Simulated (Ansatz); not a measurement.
# 1T-SnO2 monolayer in a perpendicular field, part 2 of 2

Wanted: the out-of-plane response of the 1T-SnO2 monolayer. A positive field points along +c.

Ansatz 0.2.0; plane-wave DFT, PBE-D3(BJ), Ansatz PAW (the session's first sound run).

So far. Step 12 (Response, atoms relaxed): The induced dipole is that of a conductor 3.42 Å thick. Step 13 (With spin-orbit coupling, k-mesh 12×12×1): The gap is 2.68 eV, with the valence edge 8.35 eV and the conduction edge 5.66 eV under the upper vacuum level.

## (14) With spin-orbit coupling, k-mesh 12×12×1, field 0.3 V/Å

The same in a field along the normal.

Contents of input.yaml:

```yaml
crystal:
  lattice:
    - [3.2155122495, 0.0, 0.0]
    - [-1.6077561247, 2.7847152942, 0.0]
    - [0.0, 0.0, 20.0311143723]
  atoms:
    - { symbol: O, position: [0.6666666667, 0.3333333333, 0.449301014] }
    - { symbol: Sn, position: [0.0, 0.0, 0.5] }
    - { symbol: O, position: [0.3333333333, 0.6666666667, 0.550698986] }
kpoints:
  mp_grid: { grid: [12, 12, 1] }
  band_path: { path: [[0, 0, 0], [0.12, 0, 0]], npoints: 24 }
hamiltonian:
  xc: pbe
  pseudopotentials: { kind: paw_fr }
magnetization:
  noncollinear: true
  spin_orbit: true
scf:
  occupations: { method: fermi_dirac, width: 0.02585 }
  convergence: { dr2_threshold: 1.0e-09 }
efield:
  axis: 3
  dipole_correction: true
  ramp_position: 0.97
  ramp_width: 0.06
  amplitude: 0.3
output:
  write_potential: true
  write_density: true
  volumetric_format: npy
```

Run with:

```
> ansatz run input.yaml --threads 2 --pin off --max-ram 3072MiB --backend cpu --events-out ev --progress --plain --runs-dir out
```

The job ended after 63 s (2 threads of Arm Neoverse V2, shared host; peak memory 0.76 GiB).

Read from the output:

* gap on the k-mesh: 2.680 eV
* dipole along the normal: 0.04451 e·Å
* gap along the path: 2.973 eV
* smallest direct gap along the path: 3.227 eV
* gap, the smaller of path and mesh: 2.680 eV

The dipole is 0.0445 e·Å, and the gap 2.680 eV.

## (15) The same run with other settings

This step: plane-wave DFT, PBE-D3(BJ), Ansatz PAW (Ansatz 0.2.0).

A run with a changed input: it repeats the earlier run at 0.03 V/Å with scf.eigensolver.kind to davidson, scf.mixing.algorithm to msr1, scf.mixing.beta to 0.9, scf.mixing.ndim to 2 and basis.xc_grid to 3; its output block differs too.

input.yaml, the sections that differ from step 14:

```yaml
kpoints:
  mp_grid: { grid: [18, 18, 1] }
  band_path:
    path: [[0, 0, 0], [0.5, 0, 0], [0.33333333, 0.33333333, 0], [0, 0, 0]]
    npoints: 16
hamiltonian:
  xc: pbe
  dispersion: d3bj
scf:
  occupations: { method: fermi_dirac, width: 0.02585 }
  convergence: { dr2_threshold: 1.0e-10 }
  eigensolver: { kind: davidson }
  mixing: { algorithm: msr1, beta: 0.9, ndim: 2 }
efield:
  axis: 3
  dipole_correction: true
  ramp_position: 0.97
  ramp_width: 0.06
  amplitude: 0.03
basis:
  xc_grid: 3
# crystal, output: as in step 14
# magnetization: removed
```

Elapsed: 27 s, on 2 threads; peak memory 0.42 GiB; 28 s of CPU time.

Numbers from this step:

```yaml
gap_on_the_k_mesh: 2.684 eV
dipole_along_the_normal: 0.004450 e·Å
gap_along_the_path: 2.681 eV
smallest_direct_gap_along_the_path: 3.225 eV
gap_the_smaller_of_path_and_mesh: 2.681 eV
```

Electronic bands along the path, in eV, zero at the Fermi level of the run, which the smearing sets inside the gap:

```tsv
point	band 10	band 11	band 12	band 13	band 14	band 15	band 16	band 17
Γ	-2.53	-2.08	-2.08	-1.95	1.29	4.41	6.64	6.84
halfway	-3.52	-2.65	-1.81	-1.55	3.25	5.77	7.46	8.01
M	-4.23	-2.56	-1.75	-1.51	4.07	6.09	9.10	10.18
halfway	-4.63	-3.13	-1.75	-1.44	4.52	7.02	9.02	10.11
K	-4.88	-3.93	-1.54	-1.53	4.93	8.53	8.93	8.93
halfway	-3.81	-2.55	-2.05	-1.48	3.66	6.41	7.38	8.38
Γ	-2.53	-2.08	-2.08	-1.95	1.29	4.41	6.64	6.84
```

```tsv
quantity	this run	earlier run	difference
dipole along the normal (e·Å)	0.004450	0.004449	1.2e-6
gap along the path (eV)	2.681	2.681	-3.6e-5
smallest direct gap along the path (eV)	3.225	3.225	-3.3e-5
gap on the k-mesh (eV)	2.684	2.684	-3.7e-5
```

Nothing in the table moves by 0.01 in its unit (for the dipole 0.5 % and 5e-5 e·Å). The run took 18 SCF cycles against 12.

On this path the gap is indirect, 2.68 eV, with the valence top between K and Γ and the conduction bottom at Γ. The least direct gap is 3.23 eV.

## (16) A changed input

This step: plane-wave DFT, PBE-D3(BJ), Ansatz PAW, but for the change named below (Ansatz 0.2.0).

Another changed input: it repeats the earlier run at 0.03 V/Å with hamiltonian.xc from pbe to revpbe, scf.algorithm to density_mixing, scf.occupations.width from 0.02585 removed and scf.occupations.method from fermi_dirac to tetrahedron_uncorrected.

input.yaml, the sections that differ from step 15:

```yaml
hamiltonian:
  xc: revpbe
  dispersion: d3bj
scf:
  occupations: { method: tetrahedron_uncorrected }
  convergence: { dr2_threshold: 1.0e-10 }
  algorithm: density_mixing
# crystal, kpoints, efield, output: as in step 15
# basis: removed
```

Wall time 22 s (2 threads); peak memory 0.41 GiB; 21 s of CPU time.

Read from the output:

* gap on the k-mesh: 2.754 eV
* dipole along the normal: 0.004441 e·Å
* gap along the path: 2.751 eV
* smallest direct gap along the path: 3.283 eV
* gap, the smaller of path and mesh: 2.751 eV

The electronic bands at the labelled points (eV, zero at the Fermi level):

```tsv
point	band 10	band 11	band 12	band 13	band 14	band 15	band 16
Γ	-1.14	-0.69	-0.69	-0.54	2.75	5.89	7.82
halfway	-2.12	-1.24	-0.42	-0.15	4.70	7.25	8.77
M	-2.82	-1.16	-0.36	-0.12	5.53	7.57	10.59
halfway	-3.23	-1.73	-0.35	-0.04	5.98	8.50	10.51
K	-3.48	-2.52	-0.15	-0.14	6.38	10.03	10.39
halfway	-2.41	-1.15	-0.65	-0.09	5.11	7.88	8.79
Γ	-1.14	-0.69	-0.69	-0.54	2.75	5.89	7.82
```

```tsv
quantity	this run	earlier run	difference
dipole along the normal (e·Å)	0.004441	0.004449	-7.9e-6
gap along the path (eV)	2.751	2.681	0.070
smallest direct gap along the path (eV)	3.283	3.225	0.058
gap on the k-mesh (eV)	2.754	2.684	0.070
```

What moves beyond 0.01 in its unit (for the dipole 0.5 % and 5e-5 e·Å): gap along the path (+0.0703 eV), gap on the k-mesh (+0.0703 eV) and smallest direct gap along the path (+0.0579 eV).

## (17) What came out

```yaml
gap_without_field: 2.68 eV
ionisation_energy_upper_face: 8.35 eV
electron_affinity_upper_face: 5.67 eV
equivalent_conductor_thickness_atoms_held: 3.00 Å
equivalent_conductor_thickness_atoms_relaxed: 3.42 Å
```

**Reading.** The induced dipole equals that of a perfect conductor 3.00 Å thick, while the outer atoms lie 2.03 Å apart; an out-of-plane ε follows only once a thickness t is chosen, by 1 − 1/ε = 3.00 Å / t. The gap stays within 0.01 eV of 2.68 eV over the fields run, up to 0.25 V/Å in size. Letting the atoms follow the field adds 0.42 Å to the equivalent conductor thickness: the ionic part of the response. Semilocal functionals give gaps that are too small, and excitons are not included. The field series itself is without spin-orbit coupling.

[Long decimals in the printed logs are rounded to 6 places.]

[Logs are printed without paths, hosts, clocks, repeated set-up lines and the standing remarks that a program may print on its own settings, such as how far it seeks lower states.]

[Hosts, paths, dates, database ids (printed as entryN), source tags and the programs' standing remarks are cut or masked in the printed files.]

[Maps of the electrostatic potential energy from Ansatz leave out the sawtooth potential of an applied field or a dipole correction, so their vacuum need not be flat; planar profiles and work functions include it.]
